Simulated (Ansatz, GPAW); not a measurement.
**Ballistic transport through pyrimidine-2,5-dithiol between two Pd chains, from relaxation to T(E)**

Aim: the conductance of pyrimidine-2,5-dithiol between two Pd chains after relaxation, and whether geometry, basis or functional moves it most.

Method: Ansatz plane waves; relaxation of the junction with the lead ends held; PAW set soft_1, in the first sound run; inputs show where later runs differ, in GPAW 26.7.0 and Ansatz 0.2.0.

Most raw output is cut from this account.

## (1) Set-up

The cell holds 26 atoms: 16 Pd, 2 S, 4 C, 2 N and 2 H. Its edges and angles: a = 14.713 Å, b = 9.000 Å, c = 45.425 Å, α = 90.0°, β = 90.0°, γ = 90.0°. Regions: left lead, 8 atoms (8 Pd); channel, 10 atoms (2 S, 4 C, 2 N and 2 H); right lead, 8 atoms (8 Pd). Vacuum lies along a and b. The structure is stacked along c, and the current runs across the ab planes.

## (2) Relaxation

Transmission follows bond lengths closely, so the atoms between the held lead ends are relaxed first, from a slightly shaken start that lets symmetry break.

Input file input.yaml:

```yaml
crystal:
  lattice:
    - [14.7127057196, 0.0, 0.0]
    - [0.0, 9.0, 0.0]
    - [0.0, 0.0, 45.4253361667]
  atoms:
    - { symbol: Pd, position: [0.5, 0.5, 0.027517683] }
    - { symbol: Pd, position: [0.5, 0.5, 0.0825530489] }
    - { symbol: Pd, position: [0.5, 0.5, 0.1375884149] }
    - { symbol: Pd, position: [0.5, 0.5, 0.1926237809] }
    - { symbol: Pd, position: [0.5, 0.5, 0.2476591468] }
    - { symbol: Pd, position: [0.5, 0.5, 0.3026945128] }
    - { symbol: Pd, position: [0.4960746897, 0.4899373492, 0.3584923144] }
    - { symbol: Pd, position: [0.5031865965, 0.5044317246, 0.4124815314] }
    - { symbol: S, position: [0.3484340768, 0.5149007968, 0.4318366905] }
    - { symbol: C, position: [0.3569535544, 0.5478053554, 0.4696878235] }
    - { symbol: "N", position: [0.4415380543, 0.5574455768, 0.4803031294] }
    - { symbol: "N", position: [0.2770150371, 0.5598412005, 0.483236767] }
    - { symbol: C, position: [0.4382450064, 0.5810049045, 0.5096732749] }
    - { symbol: C, position: [0.2860432709, 0.5826659552, 0.5140705732] }
    - { symbol: H, position: [0.5126902417, 0.589280997, 0.518429489] }
    - { symbol: H, position: [0.2167352816, 0.6035185602, 0.5250940507] }
    - { symbol: C, position: [0.3712432305, 0.5946819488, 0.5274279178] }
    - { symbol: S, position: [0.373813807, 0.6238122461, 0.5664776299] }
    - { symbol: Pd, position: [0.5033560673, 0.503004253, 0.5892827112] }
    - { symbol: Pd, position: [0.5007561792, 0.5011609938, 0.6416739002] }
    - { symbol: Pd, position: [0.5, 0.5, 0.6973054872] }
    - { symbol: Pd, position: [0.5, 0.5, 0.7523408532] }
    - { symbol: Pd, position: [0.5, 0.5, 0.8073762191] }
    - { symbol: Pd, position: [0.5, 0.5, 0.8624115851] }
    - { symbol: Pd, position: [0.5, 0.5, 0.9174469511] }
    - { symbol: Pd, position: [0.5, 0.5, 0.972482317] }
kpoints:
  mp_grid: { grid: [1, 1, 2] }
hamiltonian:
  xc: pbe
  pseudopotentials: { kind: paw, azcp: { folder: soft_1 } }
scf:
  occupations: { method: fermi_dirac, width: 0.1 }
relax:
  f_tol: 0.03
  max_steps: 80
  constraints: [{ sites: [0, 1, 2, 3, 4, 5, 20, 21, 22, 23, 24, 25] }]
```

Started as:

```console
> ansatz run input.yaml --threads 4 --pin off --max-ram 8192MiB --backend cpu --events-out ev --progress --plain --runs-dir out
```

Elapsed: 26 min, on 4 threads of Arm Neoverse V2, shared host; peak memory 6.6 GiB; 1.7 h of CPU time.

Relaxation path (22 of 44):

| step | energy less that of the first step (eV) | largest force component (eV/Å) |
| --- | --- | --- |
| 1 | 0.0000 | 9.3684 |
| 3 | -1.5263 | 0.9206 |
| 5 | -1.7155 | 0.1495 |
| 7 | -1.7863 | 0.1027 |
| 9 | -1.7996 | 0.0462 |
| 11 | -1.8043 | 0.0354 |
| 13 | -1.8057 | 0.0265 |
| 15 | -1.8063 | 0.0312 |
| 17 | -1.8073 | 0.0575 |
| 19 | -1.8081 | 0.0387 |
| 21 | -1.8087 | 0.0209 |
| 24 | -1.8094 | 0.0577 |
| 26 | -1.8105 | 0.1124 |
| 28 | -1.8148 | 0.1866 |
| 30 | -1.8340 | 0.2927 |
| 32 | -1.8912 | 0.3428 |
| 34 | -1.9307 | 0.2605 |
| 36 | -1.9646 | 0.1248 |
| 38 | -1.9783 | 0.1125 |
| 40 | -1.9940 | 0.1448 |
| 42 | -2.0002 | 0.0731 |
| 44 | -2.0031 | 0.0260 |

The atoms that moved most (Å):

```csv
atom,dx,dy,dz,length
S18,2.750,-0.845,-0.896,3.013
H16,2.241,-1.403,0.176,2.650
C17,1.954,-0.789,-0.643,2.203
H15,1.638,-0.247,-1.435,2.191
C14,1.848,-1.047,-0.205,2.134
C13,1.680,-0.460,-1.053,2.036
N12,1.404,-0.995,0.007,1.720
N11,1.059,-0.401,-0.915,1.456
```

Final coordinates:

```cif
data_structure
_symmetry_space_group_name_H-M 'P 1'
_symmetry_Int_Tables_number 1
_cell_length_a 14.7127
_cell_length_b 9.0000
_cell_length_c 45.4253
_cell_angle_alpha 90.000
_cell_angle_beta 90.000
_cell_angle_gamma 90.000
_cell_volume 6014.97
loop_
_atom_site_label
_atom_site_type_symbol
_atom_site_fract_x
_atom_site_fract_y
_atom_site_fract_z
_atom_site_occupancy
Pd1 Pd 0.50000 0.50000 0.02752 1
Pd2 Pd 0.50000 0.50000 0.08255 1
Pd3 Pd 0.50000 0.50000 0.13759 1
Pd4 Pd 0.50000 0.50000 0.19262 1
Pd5 Pd 0.50000 0.50000 0.24766 1
Pd6 Pd 0.50000 0.50000 0.30269 1
Pd7 Pd 0.45023 0.50806 0.35618 1
Pd8 Pd 0.52025 0.51601 0.40804 1
S9 S 0.38186 0.45172 0.42396 1
C10 C 0.42404 0.47231 0.45960 1
N11 N 0.51353 0.51288 0.46016 1
N12 N 0.37241 0.44928 0.48339 1
C13 C 0.55243 0.52993 0.48648 1
C14 C 0.41162 0.46633 0.50957 1
H15 H 0.62399 0.56186 0.48685 1
H16 H 0.36905 0.44768 0.52896 1
C17 C 0.50405 0.50701 0.51326 1
S18 S 0.56072 0.52995 0.54675 1
Pd19 Pd 0.48557 0.46970 0.58775 1
Pd20 Pd 0.51926 0.53552 0.64236 1
Pd21 Pd 0.50000 0.50000 0.69731 1
Pd22 Pd 0.50000 0.50000 0.75234 1
Pd23 Pd 0.50000 0.50000 0.80738 1
Pd24 Pd 0.50000 0.50000 0.86241 1
Pd25 Pd 0.50000 0.50000 0.91745 1
Pd26 Pd 0.50000 0.50000 0.97248 1
```

Numbers from this step:

```
free energy         : -115134.6576 eV
smearing term TS    : 1.678 eV
symmetry operations : 1
```

The relaxation lowered the energy of the cell by 2.00 eV.

## (3) Plane-wave reference (PBE)

Plane waves give the reference curve, free of the bias of atom-centred orbitals.

This step: Ansatz plane waves; Landauer transmission by layers, zero bias; PAW set soft_1 (Ansatz 0.2.0).

Input file input.yaml:

```yaml
crystal:
  lattice:
    - [14.7127057196, 0.0, 0.0]
    - [0.0, 9.0, 0.0]
    - [0.0, 0.0, 45.4253361667]
  atoms:
    - { symbol: Pd, position: [0.5, 0.5, 0.027517683] }
    - { symbol: Pd, position: [0.5, 0.5, 0.0825530489] }
    - { symbol: Pd, position: [0.5, 0.5, 0.1375884149] }
    - { symbol: Pd, position: [0.5, 0.5, 0.1926237809] }
    - { symbol: Pd, position: [0.5, 0.5, 0.2476591468] }
    - { symbol: Pd, position: [0.5, 0.5, 0.3026945128] }
    - { symbol: Pd, position: [0.4502259544, 0.5080566118, 0.3561821206] }
    - { symbol: Pd, position: [0.52024866, 0.5160096919, 0.408038315] }
    - { symbol: S, position: [0.3818573168, 0.4517157638, 0.423961494] }
    - { symbol: C, position: [0.4240444969, 0.4723061243, 0.4595971981] }
    - { symbol: "N", position: [0.5135264871, 0.5128756141, 0.4601561096] }
    - { symbol: "N", position: [0.3724108935, 0.4492833148, 0.4833928431] }
    - { symbol: C, position: [0.5524328299, 0.5299331878, 0.4864825343] }
    - { symbol: C, position: [0.4116239911, 0.4663326242, 0.5095652708] }
    - { symbol: H, position: [0.6239922526, 0.5618607855, 0.4868458264] }
    - { symbol: H, position: [0.3690539803, 0.4476824065, 0.5289634755] }
    - { symbol: C, position: [0.5040481512, 0.5070071755, 0.5132621785] }
    - { symbol: S, position: [0.560721142, 0.5299452464, 0.5467479466] }
    - { symbol: Pd, position: [0.4855711546, 0.4697013239, 0.5877498461] }
    - { symbol: Pd, position: [0.5192610719, 0.5355168337, 0.6423639773] }
    - { symbol: Pd, position: [0.5, 0.5, 0.6973054872] }
    - { symbol: Pd, position: [0.5, 0.5, 0.7523408532] }
    - { symbol: Pd, position: [0.5, 0.5, 0.8073762191] }
    - { symbol: Pd, position: [0.5, 0.5, 0.8624115851] }
    - { symbol: Pd, position: [0.5, 0.5, 0.9174469511] }
    - { symbol: Pd, position: [0.5, 0.5, 0.972482317] }
kpoints:
  mp_grid: { grid: [1, 1, 2] }
hamiltonian:
  xc: pbe
  pseudopotentials: { kind: paw, azcp: { folder: soft_1 } }
scf:
  occupations: { method: fermi_dirac, width: 0.1 }
output:
  transmission:
    leads: [[0, 1]]
    e_range: [-2, 2]
    de: 0.025
    kmesh: [1, 1]
    reduced_basis: true
  write_potential: true
  write_density: true
  volumetric_format: npy
  elf: true
```

The job ended after 6.3 h (4 threads; peak memory 7 GiB).

This step gave:

* free energy: -115134.6573 eV
* lead level: 0 eV from the Fermi level
* transmission at the Fermi level (one spin): 0.2431
* open channels of the lead at the Fermi level (one spin): 4
* step of the potential along the lead: 3.2 meV
* offset of the lead: 0 Å
* filling of the lead less its bulk value, in size: 8.9 meV
* conductance: 0.2151 G₀

One spin. Table of transmission, zone mean by energy, zero at the Fermi level:

```csv
energy (eV),"transmission, zone mean"
-2.000,1.39
-1.900,1.20
-1.800,1.20
-1.700,1.09
-1.600,0.849
-1.500,0.299
-1.400,0.122
-1.300,0.0679
-1.200,0.0525
-1.100,0.0905
-1.000,0.105
-0.900,0.0990
-0.800,0.340
-0.700,0.173
-0.600,0.0537
-0.500,0.0595
-0.400,0.142
-0.300,0.187
-0.200,0.150
-0.100,0.174
0.000,0.243
0.100,0.125
0.200,0.0917
0.300,0.0679
0.400,0.0526
0.500,0.0414
0.600,0.0325
0.700,0.0253
0.800,0.0194
0.900,0.0144
1.000,0.0104
1.100,0.00722
1.200,0.00472
1.300,0.00283
1.400,0.00148
1.500,5.9e-4
1.600,1.1e-4
1.700,8.0e-6
1.800,2.7e-4
1.900,9.1e-4
2.000,0.00204
```

One spin. The open channels, zone mean by energy, zero at the Fermi level:

| energy (eV) | open channels, zone mean |
| --- | --- |
| -2.000 | 3 |
| -1.800 | 3 |
| -1.600 | 3 |
| -1.400 | 3 |
| -1.200 | 3 |
| -1.000 | 5 |
| -0.800 | 5 |
| -0.600 | 5 |
| -0.400 | 4 |
| -0.200 | 4 |
| 0.000 | 4 |
| 0.200 | 1 |
| 0.400 | 1 |
| 0.600 | 1 |
| 0.800 | 1 |
| 1.000 | 1 |
| 1.200 | 1 |
| 1.400 | 1 |
| 1.600 | 1 |
| 1.800 | 1 |
| 2.000 | 1 |

Crystal 0, spin -, k parallel (0, 0); distinct values, listed up to 1.5 1/Å. Table of Im kz of the slowest decaying states by energy, zero at the Fermi level:

```
energy (eV)  decay 1 (Å⁻¹)  decay 2 (Å⁻¹)  decay 3 (Å⁻¹)  decay 4 (Å⁻¹)
     -2.000          0.728          0.818          0.818           1.31
     -1.800          0.678          0.727          0.728           1.29
     -1.600          0.612          0.613          0.624           1.27
     -1.400          0.450          0.451          0.565           1.25
     -1.200         0.0569         0.0604          0.497           1.23
     -1.000          0.418           1.21           1.26           1.27
     -0.800          0.319           1.19           1.24           1.25
     -0.600          0.172           1.17           1.22           1.22
     -0.400          0.397          0.397           1.14           1.20
     -0.200          0.553          0.553           1.12           1.18
      0.000          0.657           1.10           1.16           1.16
      0.200         0.0882         0.0888          0.104          0.735
      0.400          0.178          0.178          0.226          0.798
      0.600          0.228          0.228          0.302          0.850
      0.800          0.263          0.263          0.362          0.894
      1.000          0.288          0.289          0.412          0.933
      1.200          0.307          0.307          0.455          0.962
      1.400          0.319          0.320          0.493          0.938
      1.600          0.326          0.327          0.526          0.914
      1.800          0.327          0.330          0.556          0.890
      2.000          0.324          0.327          0.582          0.866
```

Crystal 0, spin -, k parallel (0, 0). The Re kz of states that move upwards by energy, zero at the Fermi level:

```
energy (eV)  channel 1 (Å⁻¹)  channel 2 (Å⁻¹)  channel 3 (Å⁻¹)  channel 4 (Å⁻¹)  channel 5 (Å⁻¹)
     -2.000           -0.780           -0.780            0.603                -                -
     -1.800           -0.710           -0.710            0.637                -                -
     -1.600           -0.646           -0.646            0.672                -                -
     -1.400           -0.585           -0.585            0.708                -                -
     -1.200           -0.527           -0.527            0.745                -                -
     -1.000           -0.470           -0.469            0.489            0.489            0.784
     -0.800           -0.413           -0.412            0.753            0.753            0.826
     -0.600           -0.354           -0.354            0.873             1.11             1.11
     -0.400           -0.293           -0.293            0.205            0.927                -
     -0.200           -0.225           -0.225            0.335            0.994                -
      0.000           -0.140           -0.139            0.426             1.09                -
      0.200            0.498                -                -                -                -
      0.400            0.558                -                -                -                -
      0.600            0.610                -                -                -                -
      0.800            0.655                -                -                -                -
      1.000            0.695                -                -                -                -
      1.200            0.732                -                -                -                -
      1.400            0.765                -                -                -                -
      1.600            0.796                -                -                -                -
      1.800            0.825                -                -                -                -
      2.000            0.853                -                -                -                -
```

The electrostatic potential energy of an electron (with the applied field's), less the Fermi level, planar mean oscillates, so the rows of the table below give means over windows of 2.41 Å about each position, cut where the curve ends. Its first 14 maxima inside the range that stand out by 2 % of the span (Å: eV): 2.6: 5.14, 5.0: 5.14, 7.5: 5.13, 9.9: 5.11, 12.5: 5.09, 14.9: 4.99, 17.3: 4.88, 20.2: 4.69, 21.4: 4.18, 22.7: 4.20, 24.0: 4.48, 25.7: 4.81, 28.0: 4.99, 30.4: 5.08. Its first 14 minima: 1.3: 4.12, 3.7: 4.12, 6.2: 4.11, 8.8: 4.10, 11.2: 4.08, 13.8: 4.03, 16.2: 3.97, 18.7: 3.42, 20.9: 3.79, 22.0: 3.61, 23.3: 3.75, 24.7: 4.25, 26.7: 4.01, 29.1: 4.03.

Electrostatic potential energy of an electron (with the applied field's), less the Fermi level, planar mean against z; means over each step:

| z (Å) | electrostatic potential energy of an electron (with the applied field's), less the Fermi level, planar mean (eV) |
| --- | --- |
| 1.21 | 4.65 |
| 3.62 | 4.65 |
| 6.03 | 4.64 |
| 8.44 | 4.63 |
| 10.85 | 4.62 |
| 13.26 | 4.58 |
| 15.67 | 4.51 |
| 18.08 | 4.17 |
| 20.48 | 4.18 |
| 22.90 | 3.99 |
| 25.30 | 4.44 |
| 27.72 | 4.55 |
| 30.12 | 4.61 |
| 32.54 | 4.65 |
| 34.95 | 4.65 |
| 37.36 | 4.66 |
| 39.77 | 4.66 |
| 42.17 | 4.66 |
| 44.59 | 4.54 |

The valence density, planar mean oscillates, so the rows of the table below give means over windows of 2.56 Å about each position, cut where the curve ends. Its first 14 maxima inside the range that stand out by 2 % of the span (Å: e/Å³): 1.3: 0.132, 3.7: 0.131, 6.2: 0.133, 8.8: 0.131, 11.2: 0.132, 13.8: 0.132, 16.2: 0.133, 18.6: 0.147, 21.0: 0.0616, 22.0: 0.0707, 26.7: 0.133, 29.2: 0.131, 31.7: 0.132, 34.2: 0.132. Its first 14 minima: 2.6: 0.00918, 5.0: 0.00912, 7.5: 0.00909, 9.9: 0.00925, 12.5: 0.00911, 14.9: 0.00973, 17.3: 0.0110, 20.0: 0.0274, 21.4: 0.0574, 25.7: 0.0207, 28.0: 0.00854, 30.4: 0.00920, 32.9: 0.00910, 35.5: 0.00921.

Valence density, planar mean against z; means over each step:

z (Å), valence density, planar mean (e/Å³) and a bar from the least value:
```
     1.28      0.053 ###############
     3.84      0.053 ###############
     6.40      0.053 ###############
     8.96      0.053 ###############
    11.52      0.053 ###############
    14.08      0.054 ################
    16.64      0.056 #################
    19.20      0.071 ##############################
    21.76      0.059 ####################
    24.32      0.035 
    26.88      0.055 #################
    29.44      0.053 ###############
    32.00      0.053 ###############
    34.56      0.053 ###############
    37.12      0.054 ###############
    39.68      0.054 ###############
    42.24      0.054 ################
    44.80      0.071 ##############################
```

Valence density in the ca plane at fractional y = 0.452, with atoms of S and C and N and H and Pd within 0.2 Å of it. It is the smooth field of the valence electrons, not physical close to the nuclei.

Values in units of 1e0 e/Å³, 13 rows by 16 columns, each cell a mean:
```
0.0 0.0 0.0 0.0 0.0 0.0 0.0 0.0 0.0 0.0 0.0 0.0 0.0 0.0 0.0 0.0
0.0 0.0 0.0 0.0 0.0 0.0 0.0 0.0 0.0 0.0 0.0 0.0 0.0 0.0 0.0 0.0
0.0 0.0 0.0 0.0 0.0 0.0 0.0 0.0 0.0 0.0 0.0 0.0 0.0 0.0 0.0 0.0
0.0 0.0 0.0 0.0 0.0 0.0 0.0 0.0 0.0 0.0 0.0 0.0 0.0 0.0 0.0 0.0
0.0 0.0 0.0 0.0 0.0 0.1 0.0 0.0 0.1 0.1 0.0 0.0 0.0 0.0 0.0 0.0
0.1 0.4 1.3 0.2 0.4 0.5 0.4 0.4 0.8 0.4 0.5 0.1 0.4 0.4 0.2 0.8
1.3 0.8 2.6 0.3 1.2 0.5 0.7 0.8 0.3 1.2 9.1 1.1 0.9 0.8 0.7 5.6
1.6 0.2 0.7 0.9 1.4 1.8 1.6 1.2 0.1 0.2 1.4 0.2 0.1 0.1 0.1 0.3
0.0 0.1 0.6 0.6 0.3 1.7 0.8 0.6 0.1 0.0 0.0 0.0 0.0 0.0 0.0 0.0
0.0 0.0 0.0 0.0 0.0 0.0 0.0 0.0 0.0 0.0 0.0 0.0 0.0 0.0 0.0 0.0
0.0 0.0 0.0 0.0 0.0 0.0 0.0 0.0 0.0 0.0 0.0 0.0 0.0 0.0 0.0 0.0
0.0 0.0 0.0 0.0 0.0 0.0 0.0 0.0 0.0 0.0 0.0 0.0 0.0 0.0 0.0 0.0
0.0 0.0 0.0 0.0 0.0 0.0 0.0 0.0 0.0 0.0 0.0 0.0 0.0 0.0 0.0 0.0
```
Columns run along c (16.0 Å, from fractional 0.36 to 0.71 of the cell), rows up along a (14.7 Å). Atoms in or near the plane, at fractional coordinates: S at (0.42, 0.38), C at (0.46, 0.42), N at (0.48, 0.37), C at (0.51, 0.41), H at (0.53, 0.37), Pd at (0.59, 0.49).

Electrostatic potential energy in the ca plane at fractional y = 0.452, with atoms of S and C and N and H and Pd within 0.2 Å of it. With pseudopotentials it is smooth inside the atoms' cores, unlike the true potential.

Values in eV, 13 rows by 16 columns, each cell a mean:
```
  1   1   1   1   1   1   1   1   1   1   1   1   1   1   1   1
  1   1   1   1   1   1   1   1   1   1   1   1   1   1   1   1
  1   1   1   1   1   1   1   1   1   1   1   1   1   1   1   1
  1   1   1   1   0   1   1   0   0   1   1   1   1   1   1   1
  1   1   1   0  -1   0   0   0  -1   0   0   0   1   1   1   1
 -6   0   0  -2 -17  -6  -2  -6  -9  -5 -16 -11  -6  -3  -5  -9
-25 -10 -21  -6 -27 -11 -13 -14  -8 -23  -6  -8 -37 -23  -9 -16
 -3 -11 -25  -4 -13 -29 -27 -30 -26 -31  -5  -1 -13  -7   0   0
  1   0  -1   0 -10 -25  -6 -13 -16  -9  -8   0   0   1   1   1
  1   1   1   1   1   1   1   1   1   1   1   1   1   1   1   1
  1   1   1   1   1   1   1   1   1   1   1   1   1   1   1   1
  1   1   1   1   1   1   1   1   1   1   1   1   1   1   1   1
  1   1   1   1   1   1   1   1   1   1   1   1   1   1   1   1
```
Columns run along c (16.0 Å, from fractional 0.31 to 0.66 of the cell; values clipped at the 3rd and 97th percentile), rows up along a (14.7 Å). Atoms in or near the plane, at fractional coordinates: S at (0.42, 0.38), C at (0.46, 0.42), N at (0.48, 0.37), C at (0.51, 0.41), H at (0.53, 0.37), Pd at (0.59, 0.49).

ELF in the ca plane at fractional y = 0.452, with atoms of S and C and N and H and Pd within 0.2 Å of it. It is the smooth field of the valence electrons, not physical close to the nuclei.

Ten even steps from '0' (0.00 × 1e-1) to '9' (9.94 × 1e-1), each cell a mean:
```
00000000000000000000000000000000000000000000
00000000000000000000000000000000000000000000
00000000000000000000000000000000000000000000
00000000000000000000000000000000000000000000
00000000000000000000000000000000000000000000
00000000000000000000000000000000000000000000
00000000000000000011100000000000000000000000
00000000001342000255420000000000000000000000
00000000002564001578862000000000100000010000
11221012213564211588884211111111111111111111
34442137766667655677884233221123321123332112
34443137776446656766752333431234432234343223
23333114775103787411223423421233321124443223
13676566336545446520012344210121111112222111
26730277568448549996101121100001000111111111
26876663147777349998200010000000000000000000
15788851038996103786100000000000000000000000
02456520015774000011000000000000000000000000
00111100001331000000000000000000000000000000
00000000000000000000000000000000000000000000
00000000000000000000000000000000000000000000
00000000000000000000000000000000000000000000
00000000000000000000000000000000000000000000
00000000000000000000000000000000000000000000
```
Columns run along c (16.0 Å, from fractional 0.39 to 0.74 of the cell), rows up along a (14.7 Å). Atoms in or near the plane, at fractional coordinates: S at (0.42, 0.38), C at (0.46, 0.42), N at (0.48, 0.37), C at (0.51, 0.41), H at (0.53, 0.37), Pd at (0.59, 0.49).

T at the Fermi level is 0.243 of 4 open channels a spin.

(Part 1 of 3 ends here.)

[Logs are printed without paths, hosts, clocks, repeated set-up lines and the standing remarks that a program may print on its own settings, such as how far it seeks lower states.]

[Hosts, paths, dates, database ids (printed as entryN), source tags and the programs' standing remarks are cut or masked in the printed files.]
